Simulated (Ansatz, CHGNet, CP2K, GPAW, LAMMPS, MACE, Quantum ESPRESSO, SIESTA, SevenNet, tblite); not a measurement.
## Ga2O3 with crystalline order left by the classical run (95 atoms): runs against a plane-wave reference

Density of this cell: 6.19 g/cm³. The cell holds 95 atoms: 38 Ga and 57 O. Cell: a = 9.848 Å, b = 9.848 Å, c = 9.848 Å, α = 90.0°, β = 90.0°, γ = 90.0°. 95 atoms (38 Fe, 57 O) placed at random at 5.32 g/cm³, melted at 5000 K for 10 ps at fixed volume with the Morse and Coulomb pair potential with partial charges (Pedone, Malavasi, Menziani, Cormack and Segre, J. Phys. Chem. B 110, 11780 (2006)). Quenched from 5000 K to 300 K at 50 K/ps and fixed volume, held 5 ps, then minimised at fixed cell. Then Fe was replaced by Ga and the cell scaled by 1.003 (the potential has no terms for the new elements, so the cell is a start for a DFT relaxation).

Geometry: as built.

The reference, a calculation:

| Property | Result |
| --- | --- |
| method | Kohn-Sham DFT, PBE, SSSP efficiency 1.3.0 pseudopotentials, plane waves (Quantum ESPRESSO 7.5); sssp-pbe-1.3.0-efficiency, cutoffs 60/480 Ry, Γ point |
| r.m.s. force component | 0.3345 eV/Å |
| longest force | 1.197 eV/Å |
| pressure | -3.035 GPa |
| gap (highest filled to lowest empty level) | 0.9119 eV |
| time | 9.1 min on 4 MPI ranks of Arm Neoverse V1, shared host |
| CPU time | 36 min |

Runs, in no order:
A. GPAW PBE, LCAO dzp, h 0.25 Å: Kohn-Sham DFT, PBE, PAW, atomic orbitals (dzp)
B. tblite GFN1-xTB: GFN1-xTB tight binding, diagonalisation
C. SIESTA PBE, DZ, shift 0.01 Ry, mesh 500 Ry: Kohn-Sham DFT, PBE, PseudoDojo 0.4.1 norm-conserving pseudopotentials (converted to PSML), numerical atomic orbitals (DZ), diagonalisation
D. MACE MP-0b3 medium potential: machine-learned interatomic potential MACE MP-0b3 medium, trained on PBE(+U) plane-wave data
E. CP2K PBE, DZVP-UZH, 800/50 Ry, diagonalisation: Kohn-Sham DFT, PBE, GTH-PBE pseudopotentials, Gaussian and plane waves, DZVP-MOLOPT (UZH set), diagonalisation

Q: Order them from the smallest to the largest r.m.s. force difference.

E, D, C, B, A.

```tsv
run	Δ force, r.m.s. (meV/Å)	share of r.m.s. force (%)	CPU time
E. CP2K PBE, DZVP-UZH, 800/50 Ry, diagonalisation	35.8	10.7	17 min
D. MACE MP-0b3 medium potential	74.0	22.1	9.9 s
C. SIESTA PBE, DZ, shift 0.01 Ry, mesh 500 Ry	136	40.7	4.9 min
B. tblite GFN1-xTB	220	65.7	9.7 s
A. GPAW PBE, LCAO dzp, h 0.25 Å	445	133	2.9 min
```

Periodic xTB results under one method name differ between programs and library versions. Machine-learned potentials mimic data converged in k, so the reference's own k-point error enters their differences. The network of bonds at the start is that of the classical potential that made the cell, and needn't be the one that DFT or experiment would give. The electronic-structure runs sample only Γ, in a cell whose shortest periodic width is 10 Å.

[Logs are printed without paths, hosts, clocks, repeated set-up lines and the standing remarks that a program may print on its own settings, such as how far it seeks lower states.]

[Hosts, paths, dates, database ids (printed as entryN), source tags and the programs' standing remarks are cut or masked in the printed files.]
